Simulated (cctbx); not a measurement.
## Interatomic vectors of Ce2Al2Ge

Space group Cmcm (no. 63), a = 4.0530 Å, b = 26.5720 Å, c = 4.4710 Å, α = 90.00°, β = 90.00°, γ = 90.00°, content Ce8 Ge4 Al8.

Simulated single-crystal data (cctbx): Mo Kα, λ = 0.71073 Å, to d = 0.8 Å, 95 % of the full sphere, strongest reflection 20000 counts, noise from counting, a 4 % proportional error and a noise floor of 15 counts (s.d.); no absorption, some extinction.

Patterson synthesis, origin scaled to 1000:

```text
Patterson group C m m m
      u       v       w   height  length (A)
  0.000   0.000   0.000   1000.0     0.00
  0.000   0.219   0.500    446.2     6.22
  0.000   0.368   0.000    437.7     9.77
  0.000   0.460   0.500    313.7    12.43
  0.000   0.095   0.500    267.9     3.37
  0.000   0.243   0.000    240.2     6.45
  0.000   0.123   0.000    207.5     3.26
  0.000   0.148   0.500    203.7     4.52
  0.000   0.414   0.500    203.0    11.22
  0.000   0.319   0.000     98.0     8.49
  0.000   0.341   0.500     40.1     9.32
  0.000   0.302   0.500     26.3     8.33
  0.000   0.446   0.000     18.0    11.85
  0.212   0.500   0.000     13.2    13.31
```

Q: Assign the vectors.

A peak at u stands for all pairs with xi − xj = u, with weight Σ ZiZj against Σ Z² = 32360 at the origin. Peak heights follow these weights only roughly, since form factors, motion and series ripples differ, all vectors within 0.55 Å of a peak are counted as merged into it though the farther ones add only part of their weight, and F(000) is left out, which lowers the whole map:

| u | v | w | shortest length (Å) | height | 1000 ΣZiZj/ΣZ² | pairs in the cell |
| --- | --- | --- | --- | --- | --- | --- |
| 0.000 | 0.219 | 0.500 | 6.23 | 446 | 478 | 4 × Ce–Ce, 4 × Ge–Al, 2 × Al–Al |
| 0.000 | 0.368 | 0.000 | 4.05 | 438 | 467 | 4 × Ce–Ce, 4 × Ge–Al |
| 0.000 | 0.460 | 0.500 | 3.20 | 314 | 416 | 4 × Ce–Ge, 8 × Ce–Al |
| 0.000 | 0.095 | 0.500 | 3.37 | 268 | 323 | 4 × Ce–Ge, 4 × Ce–Al |
| 0.000 | 0.243 | 0.000 | 6.46 | 240 | 323 | 4 × Ce–Ge, 4 × Ce–Al |
| 0.000 | 0.123 | 0.000 | 3.27 | 208 | 229 | 4 × Ce–Ge |
| 0.000 | 0.148 | 0.500 | 4.52 | 204 | 229 | 2 × Ce–Ce, 4 × Al–Al |
| 0.000 | 0.414 | 0.500 | 3.79 | 203 | 208 | 2 × Ce–Ce |
| 0.000 | 0.319 | 0.000 | 5.22 | 98 | 186 | 8 × Ce–Al |

The table stops at ten peaks or at a height of 45, below which ripples compete. In the model behind the data Ce, the heaviest element, has 2 independent sites: (0, 0.5748, 1/4) and (1/2, 0.7063, 1/4), up to an allowed shift of origin; the Ce–Ce vectors are differences of these positions and their symmetry mates. The whole model:

```csv
atom,mult.,x,y,z,Ueq (Å²)
Ce1,4,0,0.5748,1/4,0.0137
Ce2,4,1/2,0.7063,1/4,0.0132
Ge1,4,1/2,0.8295,1/4,0.0181
Al1,4,0,0.9753,1/4,0.0219
Al2,4,0,0.8812,1/4,0.0214
```

The model is made up (kin elements in a known structure type, no relaxation), so it says nothing on whether the phase exists.

[Logs are printed without paths, hosts, clocks, repeated set-up lines and the standing remarks that a program may print on its own settings, such as how far it seeks lower states.]
